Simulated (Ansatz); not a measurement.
**ReSe (built on the sites of a database entry of MnS): the cell at rest**

Wanted: the relaxed cell of ReSe (built on the sites of a database entry of MnS).

Calculated with Ansatz 0.2.0; DFT r2SCAN, scalar-relativistic, plane waves, PAW.

The structure was built from a prototype and need not be the compound's stable phase.

### 1. Set-up

The structure is cubic, space group F-43m (No. 216). The conventional cell has a = 6.061 Å, b = 6.061 Å, c = 6.061 Å, α = 90.00°, β = 90.00°, γ = 90.00°. Nearest to Re lie 4 Se at 2.62 Å. Se has 4 Re at 2.62 Å nearest. Farther neighbours and most contacts between anions are not listed.

### 2. A coarse first look

First a cheap look: the gap decides the mesh and the occupations, the pressure tells how far the cell has to move.

The input, input.yaml:

```yaml
crystal:
  lattice:
    - [0.0, 3.03057, 3.03057]
    - [3.03057, 0.0, 3.03057]
    - [3.03057, 3.03057, 0.0]
  atoms:
    - { symbol: Re, position: [0.0, 0.0, 0.0] }
    - { symbol: Se, position: [0.25, 0.25, 0.25] }
kpoints:
  mp_grid: { grid: [6, 6, 6] }
hamiltonian:
  xc: r2scan
scf:
  occupations: { method: gaussian, width: 0.1 }
output:
  forces: true
  stress: true
  eigenvalues: true
```

Run with:

```
> ansatz run input.yaml --threads 4 --pin off --max-ram 7168MiB --backend cpu --events-out ev --progress --plain --runs-dir out
```

Numbers of over 12 decimals in the logs are rounded to 6 here.

The program printed:

```text
Engine: ansatz 0.2.0, aarch64-unknown-linux-gnu
Pseudopotentials: kind: paw
Pseudopotential: Re, paw, valence charge 15, recommended cutoff 500 eV (meta_gga), Re.paw.azcp
Pseudopotential: Se, paw, valence charge 16, recommended cutoff 500 eV (meta_gga), Se.paw.azcp
Functional definition: r2SCAN
  parameter k0 = 0.174
  parameter k1 = 0.065
  parameter a1 = 4.9479
  exchange = r2scan_x(k0 = k0, k1 = k1, a1 = a1)
[...]
--- Band table (eV; the first three rows and the last of 16) ---
  k-point 0: bands = [... 12 lower, 4.4485, 8.1907, 8.1907, 9.3440, 12.3433, 12.3433, 12.3433, 15.7131]
  k-point 1: bands = [... 12 lower, 4.5208, 8.1614, 8.1614, 10.0279, 11.4813, 12.0373, 12.0373, 15.1272]
  k-point 2: bands = [... 12 lower, 4.6469, 8.2684, 8.2684, 9.4686, 11.2473, 11.2473, 11.5176, 15.4143]
  k-point 15: bands = [... 12 lower, 5.1032, 7.8968, 8.1875, 8.6380, 9.6136, 10.1812, 14.6959, 14.7645]
[key lines of the parts left out:]
SCF converged after 7 iterations
Free energy (F): -16356.175791 eV
Fermi energy:    8.905118 eV
P = ⅓ Tr σ = -21.3589 GPa (-213.589 kbar)
```

It took 2.9 s on 4 threads of Arm Neoverse V2, shared host; peak memory 0.47 GiB.

This step gave:

- pressure: -21.36 GPa
- volume per atom: 27.83 Å³
- gap on the k-mesh: 0 eV

The coarse mesh shows no gap and a pressure of -21.4 GPa.

### 3. Coarse relaxation

A rough relaxation comes first, because large forces or stress need no tight tolerances yet.

input.yaml, as its differences from that of step 2:

```diff
@@ -18 +18,6 @@
   eigenvalues: true
+relax:
+  adjacent_minimum: "off"
+  f_tol: 0.05
+  max_steps: 80
+  cell: { stress_tol: 0.5 }
```

The program printed:

```text
[...]
Crystal: 2 atoms, lattice volume = 55.668 Å³
Basis set: ecut = 500 eV, 1411 PW (Γ), exchange–correlation on 128×128×128 points (64 copies of the dense FFT grid, shifted against one another)
Bands: 20, of which v1, the nominal top of the filled ones, is band 16 counted from 1 (15 counted from 0)
Symmetry: 24 space group operations
[...]
--- Relaxed structure (5 steps of the walk, 5 accepted, 1 SCFs on fresh bases) ---
  F+E_penalty+E_count = -16357.40448598 eV   max|allowed force component| = 1.966e-17 eV/Å   (the final SCF, on the basis selected at the relaxed cell)
  cell:  # Å, volume = 41.8190 Å³
    - [0, 2.754956, 2.754956]
    - [2.754956, 0, 2.754956]
    - [2.754956, 2.754956, 0]
  atoms:
    - { symbol: Re, position: [0, 0, 0] }
    - { symbol: Se, position: [0.250000, 0.250000, 0.250000] }
[key lines of the parts left out:]
SCF converged after 5 iterations
Free energy (F): -16357.404486 eV
Fermi energy:    13.350643 eV
P = ⅓ Tr σ = -0.0130 GPa (-0.130 kbar)
```

The job ended after 9.7 s (4 threads; peak memory 0.48 GiB; 31 s of CPU time).

Relaxation path:

```csv
step,energy less that of the first step (eV),largest force component (eV/Å),pressure (GPa),volume (Å³)
1,0.0000,0.0000,-21.36,55.67
2,-0.9087,0.0000,-14.74,47.92
3,-1.2204,0.0000,3.42,40.92
4,-1.2294,0.0000,-0.58,41.98
5,-1.2297,0.0000,-0.01,41.82
6*,-1.2287,0.0000,-0.01,41.82
```

Relaxation steps marked * repeat the geometry before them on a plane-wave basis chosen anew for their cell, so energy and pressure can jump there.

The run keeps the 24 symmetry operations that it works with, so distortions that break them were not tested.

```csv
"conventional cell, symmetrised",before,after,change
a (Å),6.061,5.510,-9.1 %
b (Å),6.061,5.510,-9.1 %
c (Å),6.061,5.510,-9.1 %
volume (Å³/atom),27.83,20.91,-24.9 %
```

The relaxed structure:

```cif
data_structure
_symmetry_space_group_name_H-M 'P 1'
_symmetry_Int_Tables_number 1
_cell_length_a 3.8961
_cell_length_b 3.8961
_cell_length_c 3.8961
_cell_angle_alpha 60.000
_cell_angle_beta 60.000
_cell_angle_gamma 60.000
_cell_volume 41.82
loop_
_atom_site_label
_atom_site_type_symbol
_atom_site_fract_x
_atom_site_fract_y
_atom_site_fract_z
_atom_site_occupancy
Re1 Re 0.00000 0.00000 0.00000 1
Se2 Se 0.25000 0.25000 0.25000 1
```

This step gave:

```yaml
pressure: -0.01298 GPa
volume_per_atom: 20.91 Å³
```

In this step the volume went from 27.83 to 20.91 Å³/atom.

### 4. Bringing the structure to rest

The cell and atoms are relaxed, since residual forces and stress would shift the frequencies.

The input, input.yaml:

```yaml
crystal:
  lattice:
    - [0.0, 2.7549556177, 2.7549556177]
    - [2.7549556177, 0.0, 2.7549556177]
    - [2.7549556177, 2.7549556177, 0.0]
  atoms:
    - { symbol: Re, position: [0.0, 0.0, 0.0] }
    - { symbol: Se, position: [0.25, 0.25, 0.25] }
kpoints:
  mp_grid: { grid: [12, 12, 12] }
hamiltonian:
  xc: r2scan
scf:
  occupations: { method: gaussian, width: 0.1 }
output:
  forces: true
  stress: true
  eigenvalues: true
  write_density: true
  write_potential: true
  elf: true
  volumetric_format: npy
relax:
  adjacent_minimum: "off"
  f_tol: 0.005
  max_steps: 80
  cell: { stress_tol: 0.05 }
```

The program printed:

```text
[...]
Crystal: 2 atoms, lattice volume = 41.819 Å³
Basis set: ecut = 500 eV, 1067 PW (Γ), exchange–correlation on 120×120×120 points (64 copies of the dense FFT grid, shifted against one another)
Bands: 20, of which v1, the nominal top of the filled ones, is band 16 counted from 1 (15 counted from 0)
Symmetry: 24 space group operations
[...]
k-points: 72 of 1728 (time reversal used)
[...]
SCF iter   1: F=—  HF=-16357.354487 eV  |F-HF|=—  |Δ(HF+E_count)|=         —  Δρ=1.03e-2  dr2=3.21e-2  dr2_τ=8.46e-2  ethr=1.77e-3  ⟨swp⟩=5.4  Hψ=6620  notcnv=0
[...]
SCF iter   7: F=-16357.388258 eV  HF=-16357.388258 eV  |F-HF|=6.54e-9  |Δ(HF+E_count)|=   4.91e-8  Δρ=4.89e-6  dr2=9.13e-9  dr2_τ=1.50e-9  ethr=2.95e-10  ⟨swp⟩=8.3  Hψ=8485  notcnv=0
SCF 1 converged in 7 iterations: F = -16357.388258 eV  dr2 = 9.13e-9
[...]
relax step   1: F+E_penalty+E_count = -16357.38825758 eV  Δ(F+E_penalty+E_count) = +0.000e0 eV  max|allowed force component| = 4.510e-17 eV/Å  Δτ_max = 0.0000 Å  P = +0.157 GPa  Ω = 41.819 Å³  (7 SCF iters, dr2 threshold 1.00e-7 eV, accepted)
Crystal: 2 atoms, lattice volume = 41.879 Å³
[...]
SCF iter   4: F=-16357.388268 eV  HF=-16357.388268 eV  |F-HF|=4.29e-8  |Δ(HF+E_count)|=   5.43e-8  Δρ=5.47e-6  dr2=1.01e-8  dr2_τ=3.61e-9  ethr=1.99e-10  ⟨swp⟩=9.0  Hψ=10011  notcnv=0
SCF 2 converged in 4 iterations: F = -16357.388268 eV  dr2 = 1.01e-8
relax step   2: F+E_penalty+E_count = -16357.38826816 eV  Δ(F+E_penalty+E_count) = -1.057e-5 eV  max|allowed force component| = 4.308e-17 eV/Å  Δτ_max = 0.0000 Å  P = -0.059 GPa  Ω = 41.879 Å³  energy of the carried Pulay correction = -7.804e-6 eV  (4 SCF iters, dr2 threshold 6.17e-8 eV, accepted)
Crystal: 2 atoms, lattice volume = 41.863 Å³
[...]
SCF iter   4: F=-16357.388273 eV  HF=-16357.388273 eV  |F-HF|=2.05e-9  |Δ(HF+E_count)|=   1.94e-9  Δρ=1.41e-6  dr2=6.78e-10  dr2_τ=9.08e-11  ethr=2.83e-11  ⟨swp⟩=7.0  Hψ=7627  notcnv=0
SCF 3 converged in 4 iterations: F = -16357.388273 eV  dr2 = 6.78e-10
relax step   3: F+E_penalty+E_count = -16357.38827340 eV  Δ(F+E_penalty+E_count) = -5.242e-6 eV  max|allowed force component| = 4.713e-17 eV/Å  Δτ_max = 0.0000 Å  P = -0.000 GPa  Ω = 41.863 Å³  energy of the carried Pulay correction = -5.667e-6 eV  (4 SCF iters, dr2 threshold 8.77e-9 eV, accepted)
[...]
SCF iter   1: F=—  HF=-16357.388276 eV  |F-HF|=—  |Δ(HF+E_count)|=         —  Δρ=1.85e-6  dr2=1.19e-9  dr2_τ=5.75e-10  ethr=6.39e-8  ⟨swp⟩=3.1  Hψ=10526  notcnv=0
eigensolver tolerance schedule: the retry pair's looser diagonalisation over-reported the residual by 16698.24 of it (diagonalisation noise at 0.53 of the residual, at the tolerance the schedule requests for it); recorded, not acted on — ethr = c·dr2/N_el stays at c = 1.0e-1
SCF iter   2: F=—  HF=-16357.388277 eV  |F-HF|=—  |Δ(HF+E_count)|=   5.29e-7  Δρ=9.45e-7  dr2=3.56e-10  dr2_τ=6.86e-11  ethr=3.83e-12  ⟨swp⟩=3.7  Hψ=3584  notcnv=0
[...]
SCF iter   5: F=-16357.388277 eV  HF=-16357.388277 eV  |F-HF|=3.64e-12  |Δ(HF+E_count)|=  1.46e-11  Δρ=1.39e-7  dr2=1.17e-11  dr2_τ=6.21e-13  ethr=1.00e-12  ⟨swp⟩=5.3  Hψ=5794  notcnv=0
SCF 4 converged in 5 iterations: F = -16357.388277 eV  dr2 = 1.17e-11
relax step   4: F+E_penalty+E_count = -16357.38827696 eV  Δ(F+E_penalty+E_count) = -3.557e-6 eV  max|allowed force component| = 4.655e-17 eV/Å  Δτ_max = 0.0000 Å  P = -0.000 GPa  Ω = 41.863 Å³  stress off target by 1.19e-4 GPa  SCF on the basis re-selected at this cell (its energy is not comparable with the rows above)  (5 SCF iters)
basis re-selected at this cell: Δ(F+E_penalty+E_count) = -3.557e-6 eV, ΔP = +0.000 GPa vs the last step (what re-selecting the basis moved, of the pressure what is left beyond the Pulay correction that the steps carried, after the strain that the cell walked since its last selection, with what the two solves' SCF thresholds leave and, on support functions, any second-order correction that the steps lacked; it is no m [...]
SCF converged after 5 iterations
Free energy (F): -16357.388277 eV
[...]
Internal energy: -16357.379785 eV  (E = F + TS)
E sigma→0 (E₀):  -16357.384031 eV
Entropy (-TS):   -0.008492 eV (-4.246 meV/atom)
Fermi energy:    13.312768 eV
[...]
--- Stress (GPa, compression-positive) ---
       -0.000119       0.000000       0.000000
        0.000000      -0.000119      -0.000000
        0.000000      -0.000000      -0.000119
  P = ⅓ Tr σ = -0.0001 GPa (-0.001 kbar)
--- Band table (eV; the first three rows and the last of 72) ---
  k-point 0: bands = [... 12 lower, 7.6681, 12.3077, 12.3077, 14.8024, 18.4355, 18.4355, 18.4355, 21.4035]
  k-point 1: bands = [... 12 lower, 7.7026, 12.2799, 12.2799, 15.0708, 18.0328, 18.3742, 18.3742, 21.0555]
  k-point 2: bands = [... 12 lower, 7.7934, 12.2354, 12.2354, 15.6821, 17.0507, 18.0992, 18.0992, 20.5285]
  k-point 71: bands = [... 12 lower, 8.9375, 11.3683, 12.2787, 13.0967, 14.4763, 15.6482, 21.3889, 21.5588]
--- Relaxed structure (3 steps of the walk, 3 accepted, 1 SCFs on fresh bases) ---
[...]
cell:  # Å, volume = 41.8629 Å³
    - [0, 2.755919, 2.755919]
    - [2.755919, 0, 2.755919]
    - [2.755919, 2.755919, 0]
  atoms:
    - { symbol: Re, position: [0, 0, 0] }
    - { symbol: Se, position: [0.25, 0.25, 0.25] }
```

It took 15 s on 4 threads; peak memory 0.55 GiB.

Little changed from the start: no atom moved by 0.005 Å and no cell edge by 0.1 %.

Numbers from this step:

* pressure: -1.19e-4 GPa
* volume per atom: 20.93 Å³

Electrostatic potential energy in the ac plane of a cell with a along [110], b along [-110] and c along [001] of the cube at fractional y = 0.000, with atoms of Re and Se within 0.2 Å of it. With pseudopotentials it is smooth inside the atoms' cores, unlike the true potential.

Values in eV, 8 rows by 16 columns, each cell a mean:
```
-45 -22   4   2   1   5  -9 -41 -45 -22   4   2   1   5  -9 -41
  4   8  -3   0   2  -5   6   5   4   8  -3   0   2  -5   6   5
 16  14   0  -3  -1  -4  11  16  16  14   0  -3  -1  -4  11  16
 17  17  14   8   7  12  16  17  17  17  14   8   7  12  16  17
 17  17  17  16  16  17  17  17  17  17  17  16  16  17  17  17
 15  16  17  17  17  17  16  16  15  16  17  17  17  17  16  16
 -6   5  13  16  17  15   9  -3  -6   5  13  16  17  15   9  -3
-50 -29   6  15  15  11 -14 -47 -50 -29   6  15  15  11 -14 -47
```
Columns run along a (7.8 Å; values clipped at the 3rd and 97th percentile), rows up along c (5.5 Å), edges of the conventional cell, whose origin can differ from the input's. Atoms in or near the plane, at fractional coordinates: Re at (0.50, 0.00), Re at (0.00, 0.00), Se at (0.75, 0.75), Se at (0.25, 0.75).

Valence density in the ac plane of a cell with a along [110], b along [-110] and c along [001] of the cube at fractional y = 0.000, with atoms of Re and Se within 0.2 Å of it. It is the smooth field of the valence electrons, not physical close to the nuclei.

Ten steps, logarithmic in the rise over the least value, from '_' (0 e/Å³) to '@' (34 e/Å³), each cell a mean:
```
**++--::........::==****++--::........::==**
++==::::------::::--++++==::::------::::--++
::::::--++####==::::::::::::--++####==::::::
......--##@@@@++::..........--##@@@@++::....
____..::++%%##--..________..::++%%##--..____
______..::----::..__________..::----::..____
________........______________........______
____________________________________________
____________________________________________
____________________________________________
____________________________________________
....________________......________________..
==::..____________::--==::..____________::--
**++::..________..==++**++::..________..==++
****--..______..::++******--..______..::++**
```
Columns run along a (7.8 Å), rows up along c (5.5 Å), edges of the conventional cell, whose origin can differ from the input's. Atoms in or near the plane, at fractional coordinates: Re at (0.50, 0.00), Re at (0.00, 0.00), Se at (0.75, 0.75), Se at (0.25, 0.75).

ELF in the ac plane of a cell with a along [110], b along [-110] and c along [001] of the cube at fractional y = 0.000, with atoms of Re and Se within 0.2 Å of it. It is the smooth field of the valence electrons, not physical close to the nuclei.

Ten even steps from '_' (0.01) to '@' (0.76), each cell a mean:
```
##%%++==##%%%%**==**%%##%%++==##%%%%**==**%%
@@**==%%@@@@@@@@**==%%@@**==%%@@@@@@@@**==%%
**==**@@%%++**@@%%++++**==**@@%%++**@@%%++++
====%%@@**::--%%@@**======%%@@**::--%%@@**==
::--**%%##++**%%##==::::--**%%##++**%%##==::
__..==##%%@@@@%%++::____..==##%%@@@@%%++::__
____::==##%%##**--..______::==##%%##**--..__
______::--====--..__________::--====--..____
______....::::..____________....::::..______
....__..........____......__..........____..
--::..............::::--::..............::::
++--..............::==++--..............::==
##==..............--**##==..............--**
@@%%--....::::..::**@@@@%%--....::::..::**@@
++%%++::--====----%%##++%%++::--====----%%##
```
Columns run along a (7.8 Å), rows up along c (5.5 Å), edges of the conventional cell, whose origin can differ from the input's. Atoms in or near the plane, at fractional coordinates: Re at (0.50, 0.00), Re at (0.00, 0.00), Se at (0.75, 0.75), Se at (0.25, 0.75).

In this step the volume went from 20.91 to 20.93 Å³/atom.

(Part 1 of 2 ends here.)

[Logs are printed without paths, hosts, clocks, repeated set-up lines and the standing remarks that a program may print on its own settings, such as how far it seeks lower states.]

[Hosts, paths, dates, database ids (printed as entryN), source tags and the programs' standing remarks are cut or masked in the printed files.]
